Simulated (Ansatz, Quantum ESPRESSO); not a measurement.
**TmBi (Fm-3m): zone-centre phonons**

Aim: the zone-centre modes of TmBi (Fm-3m).

Program: Quantum ESPRESSO 7.5. Level of theory: DFT PBEsol, scalar-relativistic, plane waves, PseudoDojo norm-conserving, 4f in core pseudopotentials. Results are calculated unless marked as measured.

### 1. Set-up

It takes space group Fm-3m (No. 225, cubic). The conventional cell has a = 6.240 Å, b = 6.240 Å, c = 6.240 Å, α = 90.00°, β = 90.00°, γ = 90.00°. Nearest to Tm lie 6 Bi at 3.12 Å. Nearest to Bi lie 6 Tm at 3.12 Å. Farther neighbours are not listed.

Structure file:

```cif
data_structure
_symmetry_space_group_name_H-M 'Fm-3m'
_symmetry_Int_Tables_number 225
_cell_length_a 6.2401
_cell_length_b 6.2401
_cell_length_c 6.2401
_cell_angle_alpha 90.000
_cell_angle_beta 90.000
_cell_angle_gamma 90.000
_cell_volume 242.98
loop_
_atom_site_label
_atom_site_type_symbol
_atom_site_symmetry_multiplicity
_atom_site_Wyckoff_symbol
_atom_site_fract_x
_atom_site_fract_y
_atom_site_fract_z
_atom_site_occupancy
Tm1 Tm 4 b 0.00000 0.50000 0.00000 1
Bi1 Bi 4 a 0.00000 0.00000 0.00000 1
```

### 2. A first look

A cheap run with smearing and empty bands tells whether the crystal has a gap, which decides between fixed occupations and smearing later on.

File probe.in:

```
&control
   calculation = 'scf'
   prefix = 'x'
   outdir = './tmp'
   pseudo_dir = './pseudo'
   tprnfor = .true.
   tstress = .true.
   verbosity = 'high'
/
&system
   ibrav = 2
   celldm(1) = 11.79204968
   nat = 2
   ntyp = 2
   ecutwfc = 58.0
   input_dft = 'pbesol'
   occupations = 'smearing'
   smearing = 'gaussian'
   degauss = 0.01
/
&electrons
   conv_thr = 1.0d-07
   mixing_beta = 0.7
   electron_maxstep = 100
/
ATOMIC_SPECIES
 Tm    168.9342  Tm.upf
 Bi    208.9804  Bi.upf
ATOMIC_POSITIONS crystal
 Tm     0.500000000   0.500000000   0.500000000
 Bi     0.000000000   0.000000000   0.000000000
K_POINTS automatic
 6 6 6 0 0 0
```

Started as:

```console
OMP_NUM_THREADS=1 mpirun -n 4 pw.x -nk 4 -in probe.in > probe.out
```

The log of the run:

```text
[banners, grids, parts of the stress and lines that vanish by symmetry left out]
Program PWSCF v.7.5
     IMPORTANT: XC functional enforced from input :
     Exchange-correlation= PBESOL
                           (   1   4  10   8   0   0   0)
[...]
kinetic-energy cutoff     =      58.0000  Ry
     charge density cutoff     =     232.0000  Ry
     scf convergence threshold =      1.0E-07
[...]
Exchange-correlation= PBESOL
                           (   1   4  10   8   0   0   0)
[...]
48 Sym. Ops., with inversion, found
[...]
(     0          1          0      )
                  (     0          0          1      )
[...]
(  0.0000000  1.0000000  0.0000000 )
                  (  0.0000000  0.0000000  1.0000000 )
[...]
(     1          0         -1      )
[...]
(  0.0000000 -1.0000000  0.0000000 )
[...]
(     0          1         -1      )
                  (     0          1          0      )
[...]
( -1.0000000  0.0000000  0.0000000 )
                  (  0.0000000  1.0000000  0.0000000 )
[...]
number of k points=    16  Gaussian smearing, width (Ry)=  0.0100
[...]
End of self-consistent calculation
[...]
the Fermi energy is    10.6978 ev
!    total energy              =    -255.48152356 Ry
[...]
convergence has been achieved in   6 iterations
[...]
atom    1 type  1   force =     0.00000000    0.00000000   -0.00000000
     atom    2 type  2   force =     0.00000000    0.00000000    0.00000000
[...]
Total force =     0.000000     Total SCF correction =     0.000000
[...]
total   stress  (Ry/bohr**3)                   (kbar)     P=      -26.11
[...]
XML data file, charge density, pseudopotentials, collected wavefunctions

   JOB DONE.
```

Wall time 4.2 s (4 MPI ranks of Arm Neoverse V2, shared host).

Read from the output:

```yaml
volume_per_atom: 30.37 Å³
pressure: -2.611 GPa
gap_on_the_k_mesh: 0 eV
```

No gap opens on this mesh, so smearing is kept; the start stands at -2.6 GPa.

### 3. Relaxing the cell and atoms

The harmonic expansion starts where the forces on the atoms vanish, and stress shifts the frequencies, so cell and atoms are relaxed with tight thresholds.

File relax.in:

```
&control
   calculation = 'vc-relax'
   prefix = 'x'
   outdir = './tmp'
   pseudo_dir = './pseudo'
   tprnfor = .true.
   tstress = .true.
   forc_conv_thr = 2.0d-05
   etot_conv_thr = 1.0d-07
   nstep = 40
/
&system
   ibrav = 2
   celldm(1) = 11.79204968
   nat = 2
   ntyp = 2
   ecutwfc = 58.0
   input_dft = 'pbesol'
   occupations = 'smearing'
   smearing = 'mv'
   degauss = 0.02
/
&electrons
   conv_thr = 1.0d-11
   mixing_beta = 0.7
   electron_maxstep = 100
/
&ions
/
&cell
   press_conv_thr = 0.1
/
ATOMIC_SPECIES
 Tm    168.9342  Tm.upf
 Bi    208.9804  Bi.upf
ATOMIC_POSITIONS crystal
 Tm     0.500000000   0.500000000   0.500000000
 Bi     0.000000000   0.000000000   0.000000000
K_POINTS automatic
 8 8 8 0 0 0
```

Started as:

```console
OMP_NUM_THREADS=1 mpirun -n 4 pw.x -nk 4 -in relax.in > relax.out
```

The log of the run:

```text
[banners, grids, parts of the stress and lines that vanish by symmetry left out]
[banner, memory and clock lines left out]
Program PWSCF v.7.5

[...]
Exchange-correlation= PBESOL
                           (   1   4  10   8   0   0   0)
[...]
kinetic-energy cutoff     =      58.0000  Ry
     charge density cutoff     =     232.0000  Ry
     scf convergence threshold =      1.0E-11
[...]
energy convergence thresh.=      1.0E-07
     force convergence thresh. =      2.0E-05
     press convergence thresh. =      1.0E-01
     Exchange-correlation= PBESOL
                           (   1   4  10   8   0   0   0)
[...]
48 Sym. Ops., with inversion, found
[...]
number of k points=    29  Marzari-Vanderbilt smearing, width (Ry)=  0.0200
[...]
End of self-consistent calculation
[...]
the Fermi energy is    10.9009 ev
!    total energy              =    -255.48206478 Ry
[...]
convergence has been achieved in  10 iterations
[...]
atom    1 type  1   force =    -0.00000000   -0.00000000   -0.00000000
     atom    2 type  2   force =    -0.00000000   -0.00000000    0.00000000
     Total force =     0.000000     Total SCF correction =     0.000000
[...]
total   stress  (Ry/bohr**3)                   (kbar)     P=      -26.45
[...]
number of bfgs steps    =   0
[...]
CELL_PARAMETERS (alat= 11.79204968)
[...]
ATOMIC_POSITIONS (crystal)
Tm               0.5000000000        0.5000000000        0.5000000000
Bi               0.0000000000        0.0000000000       -0.0000000000
[...]
New effective cutoffs (rho, wfc):  233.77   58.51
[...]
End of self-consistent calculation
[...]
the Fermi energy is    11.0863 ev
!    total energy              =    -255.48290796 Ry
[...]
convergence has been achieved in   7 iterations
[...]
atom    1 type  1   force =    -0.00000000   -0.00000000    0.00000000
     atom    2 type  2   force =     0.00000000    0.00000000    0.00000000
     Total force =     0.000000     Total SCF correction =     0.000000
[...]
total   stress  (Ry/bohr**3)                   (kbar)     P=      -18.55
[...]
number of bfgs steps    =   1
[...]
CELL_PARAMETERS (alat= 11.79204968)
[...]
ATOMIC_POSITIONS (crystal)
Tm               0.5000000000        0.5000000000        0.5000000000
Bi               0.0000000000        0.0000000000       -0.0000000000
[...]
New effective cutoffs (rho, wfc):  236.97   59.31
[...]
End of self-consistent calculation
[...]
the Fermi energy is    11.3705 ev
!    total energy              =    -255.48359295 Ry
[...]
convergence has been achieved in   8 iterations
[...]
atom    1 type  1   force =    -0.00000000    0.00000000   -0.00000000
     atom    2 type  2   force =     0.00000000    0.00000000   -0.00000000
     Total force =     0.000000     Total SCF correction =     0.000000
[...]
total   stress  (Ry/bohr**3)                   (kbar)     P=       -5.95
[...]
number of bfgs steps    =   2
[...]
CELL_PARAMETERS (alat= 11.79204968)
[...]
ATOMIC_POSITIONS (crystal)
[...]
New effective cutoffs (rho, wfc):  238.47   59.69
[...]
End of self-consistent calculation
[...]
the Fermi energy is    11.5045 ev
!    total energy              =    -255.48366638 Ry
[...]
convergence has been achieved in   8 iterations
[...]
atom    1 type  1   force =    -0.00000000   -0.00000000   -0.00000000
     atom    2 type  2   force =     0.00000000    0.00000000    0.00000000
     Total force =     0.000000     Total SCF correction =     0.000000
[...]
total   stress  (Ry/bohr**3)                   (kbar)     P=        0.22
[...]
number of bfgs steps    =   3
[...]
CELL_PARAMETERS (alat= 11.79204968)
[...]
ATOMIC_POSITIONS (crystal)
[...]
New effective cutoffs (rho, wfc):  238.42   59.68
[...]
End of self-consistent calculation
[...]
the Fermi energy is    11.4997 ev
!    total energy              =    -255.48366647 Ry
[...]
convergence has been achieved in   5 iterations
[...]
atom    1 type  1   force =     0.00000000    0.00000000    0.00000000
     atom    2 type  2   force =     0.00000000   -0.00000000    0.00000000
     Total force =     0.000000     Total SCF correction =     0.000000
[...]
total   stress  (Ry/bohr**3)                   (kbar)     P=       -0.00
[...]
bfgs converged in   5 scf cycles and   4 bfgs steps
[...]
End of BFGS Geometry Optimization
     Final enthalpy           =    -255.4836664726 Ry
     File ./tmp/x.bfgs deleted, as requested
[...]
CELL_PARAMETERS (alat= 11.79204968)
[...]
ATOMIC_POSITIONS (crystal)
Tm               0.5000000000        0.5000000000        0.5000000000
Bi              -0.0000000000        0.0000000000       -0.0000000000
[...]
Final scf calculation at the relaxed structure.
[...]
kinetic-energy cutoff     =      58.0000  Ry
     charge density cutoff     =     232.0000  Ry
     scf convergence threshold =      1.0E-13
[...]
press convergence thresh. =      1.0E-01
     Exchange-correlation= PBESOL
                           (   1   4  10   8   0   0   0)
[...]
48 Sym. Ops., with inversion, found
[...]
number of k points=    29  Marzari-Vanderbilt smearing, width (Ry)=  0.0200
[...]
c_bands:  1 eigenvalues not converged
[...]
End of self-consistent calculation
[...]
the Fermi energy is    11.4998 ev
!    total energy              =    -255.48324817 Ry
[...]
convergence has been achieved in  11 iterations
[...]
atom    1 type  1   force =     0.00000000   -0.00000000    0.00000000
     atom    2 type  2   force =     0.00000000    0.00000000    0.00000000
     Total force =     0.000000     Total SCF correction =     0.000000
[...]
total   stress  (Ry/bohr**3)                   (kbar)     P=       -1.94
[...]
XML data file, charge density, pseudopotentials, collected wavefunctions
```

The job ended after 45 s (4 MPI ranks).

The steps of the relaxation:

```
step  energy less that of the first step (eV)  largest force (eV/Å)  pressure (GPa)  volume (Å³)
   1                                   0.0000                0.0000           -2.65        60.75
   2                                  -0.0115                0.0000           -1.85        59.93
   3                                  -0.0208                0.0000           -0.59        58.72
   4                                  -0.0218                0.0000            0.02        58.17
   5                                  -0.0218                0.0000            0.00        58.19
   6                                  -0.0161                0.0000           -0.19        58.19
```

```
conventional cell, symmetrised  before  after  change
                         a (Å)   6.240  6.151  -1.4 %
                         b (Å)   6.240  6.151  -1.4 %
                         c (Å)   6.240  6.151  -1.4 %
              volume (Å³/atom)   30.37  29.09  -4.2 %
```

Final coordinates:

```
CELL_PARAMETERS angstrom
-3.07559 0.00000 3.07559
0.00000 3.07559 3.07559
-3.07559 3.07559 0.00000
ATOMIC_POSITIONS crystal
Tm 0.50000 0.50000 0.50000
Bi 0.00000 0.00000 0.00000
```

The last row of the table of steps is pw.x's closing run on a basis chosen anew for the final cell, so its energy can jump.

This step gave:

| Item | Value |
| --- | --- |
| volume per atom | 29.09 Å³ |
| pressure | -0.1940 GPa |

The volume changes by -4.2 % from the cell with which this run began.

### 4. Ground state

The response is built on this ground state, so it is converged far tighter than an energy would need. Smearing stays on, as the first look found no gap above 0.3 eV.

File scf.in:

```
&control
   calculation = 'scf'
   prefix = 'x'
   outdir = './tmp'
   pseudo_dir = './pseudo'
   tprnfor = .true.
   tstress = .true.
/
&system
   ibrav = 2
   celldm(1) = 11.62402979
   nat = 2
   ntyp = 2
   ecutwfc = 58.0
   input_dft = 'pbesol'
   occupations = 'smearing'
   smearing = 'mv'
   degauss = 0.02
/
&electrons
   conv_thr = 1.0d-12
   mixing_beta = 0.7
   electron_maxstep = 100
/
ATOMIC_SPECIES
 Tm    168.9342  Tm.upf
 Bi    208.9804  Bi.upf
ATOMIC_POSITIONS crystal
 Tm     0.500000000   0.500000000   0.500000000
 Bi     0.000000000   0.000000000   0.000000000
K_POINTS automatic
 8 8 8 0 0 0
```

Started as:

```console
OMP_NUM_THREADS=1 mpirun -n 4 pw.x -nk 4 -in scf.in > scf.out
```

The log of the run:

```text
[banners, grids, parts of the stress and lines that vanish by symmetry left out]
[banner, memory and clock lines left out]
Program PWSCF v.7.5

[...]
Exchange-correlation= PBESOL
                           (   1   4  10   8   0   0   0)
[...]
kinetic-energy cutoff     =      58.0000  Ry
     charge density cutoff     =     232.0000  Ry
     scf convergence threshold =      1.0E-12
[...]
Exchange-correlation= PBESOL
                           (   1   4  10   8   0   0   0)
[...]
48 Sym. Ops., with inversion, found
[...]
number of k points=    29  Marzari-Vanderbilt smearing, width (Ry)=  0.0200
[...]
End of self-consistent calculation
[...]
the Fermi energy is    11.4998 ev
!    total energy              =    -255.48324817 Ry
[...]
convergence has been achieved in  10 iterations
[...]
atom    1 type  1   force =     0.00000000    0.00000000    0.00000000
     atom    2 type  2   force =    -0.00000000   -0.00000000   -0.00000000
     Total force =     0.000000     Total SCF correction =     0.000000
[...]
total   stress  (Ry/bohr**3)                   (kbar)     P=       -1.93
[...]
XML data file, charge density, pseudopotentials, collected wavefunctions
```

Elapsed: 7.5 s, on 4 MPI ranks.

Read from the output:

| Quantity | Value |
| --- | --- |
| pressure | -0.1930 GPa |

The cell stands at -0.19 GPa, close enough for phonons.

### 5. Linear response at Γ

At q = 0 one unit cell holds all displacements; symmetry groups them into irreducible representations that are solved one by one. With smeared occupations no response to a homogeneous field can be asked.

File ph.in:

```
phonons
&inputph
   prefix = 'x'
   outdir = './tmp'
   fildyn = 'g.dyn'
   tr2_ph = 1.0d-18
   alpha_mix(1) = 0.4
   nmix_ph = 8
/
0.000000000 0.000000000 0.000000000
```

Started as:

```console
OMP_NUM_THREADS=1 mpirun -n 4 ph.x -nk 4 -in ph.in > ph.out
```

The log of the run:

```text
[banners, grids, parts of the stress and lines that vanish by symmetry left out]
[banner, memory and clock lines left out]
Program PHONON v.7.5

     ./tmp/x.save/

     IMPORTANT: XC functional enforced from input :
     Exchange-correlation= PBESOL
                           (   1   4  10   8   0   0   0)
     Any further DFT definition will be discarded
     Please, verify this is what you really want

     G-vector sticks info

     Reading collected, re-writing distributed wavefunctions in ./tmp/

     Number and degeneracy of irreps per q-point
       N         xq(1)         xq(2)         xq(3)   N irreps
       1   0.000000000   0.000000000   0.000000000       2
        3   3

     Calculation of q =    0.0000000   0.0000000   0.0000000

     phonons

     bravais-lattice index     =            2
     lattice parameter (alat)  =      11.6240  a.u.
     unit-cell volume          =     392.6541 (a.u.)^3
     number of atoms/cell      =            2
     number of atomic types    =            2
     kinetic-energy cut-off    =      58.0000  Ry
     charge density cut-off    =     232.0000  Ry
     convergence threshold     =      1.0E-18
     beta                      =       0.4000
     number of iterations used =            8
     Exchange-correlation= PBESOL
                           (   1   4  10   8   0   0   0)

     celldm(1)=   11.62403  celldm(2)=    0.00000  celldm(3)=    0.00000
     celldm(4)=    0.00000  celldm(5)=    0.00000  celldm(6)=    0.00000

     crystal axes: (cart. coord. in units of alat)
               a(1) = ( -0.5000  0.0000  0.5000 )
               a(2) = (  0.0000  0.5000  0.5000 )
               a(3) = ( -0.5000  0.5000  0.0000 )

     reciprocal axes: (cart. coord. in units 2 pi/alat)
               b(1) = ( -1.0000 -1.0000  1.0000 )
               b(2) = (  1.0000  1.0000  1.0000 )
               b(3) = ( -1.0000  1.0000 -1.0000 )

     Atoms inside the unit cell:

     Cartesian axes

     site n.  atom      mass           positions (alat units)
        1  Tm    168.9342   tau(    1) = (   -0.50000    0.50000    0.50000  )
        2  Bi    208.9804   tau(    2) = (    0.00000    0.00000    0.00000  )

     Computing dynamical matrix for
                    q = (   0.0000000   0.0000000   0.0000000 )

     49 Sym.Ops. (with q -> -q+G )

     G cutoff =  794.0387  (  23409 G-vectors)     FFT grid: ( 40, 40, 40)

     number of k points=    29  Marzari-Vanderbilt smearing, width (Ry)=  0.0200
                       cart. coord. in units 2pi/alat
        k(    1) = (   0.0000000   0.0000000   0.0000000), wk =   0.0039062
        k(    2) = (  -0.1250000   0.1250000  -0.1250000), wk =   0.0312500
        k(    3) = (  -0.2500000   0.2500000  -0.2500000), wk =   0.0312500
        [... further k-points left out ...]

     PseudoPot. # 1 for Tm read from file:
     ./pseudo/Tm.upf
     Pseudo is Norm-conserving + core correction, Zval = 11.0
     Using radial grid of 1946 points,  7 beta functions with:
                l(1) =   0
                l(2) =   0
                l(3) =   1
                l(4) =   1
                l(5) =   2
                l(6) =   2
                l(7) =   3

     PseudoPot. # 2 for Bi read from file:
     ./pseudo/Bi.upf
     Pseudo is Norm-conserving + core correction, Zval = 15.0
     Using radial grid of 1472 points,  6 beta functions with:
                l(1) =   0
                l(2) =   0
                l(3) =   1
                l(4) =   1
                l(5) =   2
                l(6) =   2

     Mode symmetry, O_h (m-3m)  point group:

     Atomic displacements:
     There are    2 irreducible representations

     Representation     1      3 modes -  To be done

     Representation     2      3 modes -  To be done

     Alpha used in Ewald sum =   2.2000

     Representation #   1 modes #   1   2   3

     Self-consistent Calculation
      thresh= 1.000E-02 alpha_mix =  0.400 |ddv_scf|^2 =  2.813E-06
      thresh= 1.677E-04 alpha_mix =  0.400 |ddv_scf|^2 =  3.264E-08
      thresh= 1.807E-05 alpha_mix =  0.400 |ddv_scf|^2 =  1.931E-09
      thresh= 4.395E-06 alpha_mix =  0.400 |ddv_scf|^2 =  9.395E-11
      thresh= 9.693E-07 alpha_mix =  0.400 |ddv_scf|^2 =  4.900E-12
      thresh= 2.214E-07 alpha_mix =  0.400 |ddv_scf|^2 =  8.909E-14
      thresh= 2.985E-08 alpha_mix =  0.400 |ddv_scf|^2 =  1.582E-14
      thresh= 1.258E-08 alpha_mix =  0.400 |ddv_scf|^2 =  1.220E-16
      thresh= 1.105E-09 alpha_mix =  0.400 |ddv_scf|^2 =  1.867E-18
      thresh= 1.366E-10 alpha_mix =  0.400 |ddv_scf|^2 =  2.549E-19

     End of self-consistent calculation

     Convergence has been achieved

     Representation #   2 modes #   4   5   6

     Self-consistent Calculation
      thresh= 1.000E-02 alpha_mix =  0.400 |ddv_scf|^2 =  8.302E-07
      thresh= 9.111E-05 alpha_mix =  0.400 |ddv_scf|^2 =  4.526E-08
      thresh= 2.127E-05 alpha_mix =  0.400 |ddv_scf|^2 =  1.010E-09
      thresh= 3.178E-06 alpha_mix =  0.400 |ddv_scf|^2 =  1.056E-10
      thresh= 1.027E-06 alpha_mix =  0.400 |ddv_scf|^2 =  1.680E-12
      thresh= 1.296E-07 alpha_mix =  0.400 |ddv_scf|^2 =  3.689E-14
      thresh= 1.921E-08 alpha_mix =  0.400 |ddv_scf|^2 =  3.705E-15
      thresh= 6.087E-09 alpha_mix =  0.400 |ddv_scf|^2 =  3.923E-17
      thresh= 6.264E-10 alpha_mix =  0.400 |ddv_scf|^2 =  9.165E-19

     End of self-consistent calculation

     Convergence has been achieved

     Number of q in the star =    1
     List of q in the star:
          1   0.000000000   0.000000000   0.000000000

     Diagonalizing the dynamical matrix

     q = (    0.000000000   0.000000000   0.000000000 )

 **************************************************************************
     freq (    1) =      -0.138068 [THz] =      -4.605460 [cm-1]
     freq (    2) =      -0.138068 [THz] =      -4.605460 [cm-1]
     freq (    3) =      -0.138068 [THz] =      -4.605460 [cm-1]
     freq (    4) =       3.697845 [THz] =     123.346817 [cm-1]
     freq (    5) =       3.697845 [THz] =     123.346817 [cm-1]
     freq (    6) =       3.697845 [THz] =     123.346817 [cm-1]
 **************************************************************************

     Mode symmetry, O_h (m-3m)  point group:

     freq (   1-   3) =         -4.6  [cm-1]   --> T_1u G_15  G_4- I
     freq (   4-   6) =        123.3  [cm-1]   --> T_1u G_15  G_4- I
```

It took 96 s on 4 MPI ranks; 6.4 min of CPU time.

This step gave:

```
largest acoustic frequency at the zone centre before the sum rule : -4.61 cm⁻¹
highest optical zone-centre mode (no LO-TO term)                  : 123.3 cm⁻¹
lowest optical zone-centre mode                                   : 123.3 cm⁻¹
```

Optical modes; normalised displacements of the dynamical-matrix file. Modes at Γ, with each element's share of the kinetic energy:

```
mode  frequency (cm⁻¹)  symmetry  Tm %  Bi %
   1             123.3       T1u    55    45
   2             123.3       T1u    55    45
   3             123.3       T1u    55    45
```

Displacements in mode 2 (123.3 cm⁻¹), the largest set to 1:
```
Tm1 -0.01  0.37 -1.00
Bi2  0.01 -0.30  0.81
```

The acoustic modes at Γ come out as far as 4.6 cm⁻¹ from zero, where they should vanish, a small numerical error.

[end of part 1 of 2]

[Host names and launcher messages were left out of these logs when they were recorded.]

[Logs are printed without paths, hosts, clocks, repeated set-up lines and the standing remarks that a program may print on its own settings, such as how far it seeks lower states.]

[Hosts, paths, dates, database ids (printed as entryN), source tags and the programs' standing remarks are cut or masked in the printed files.]
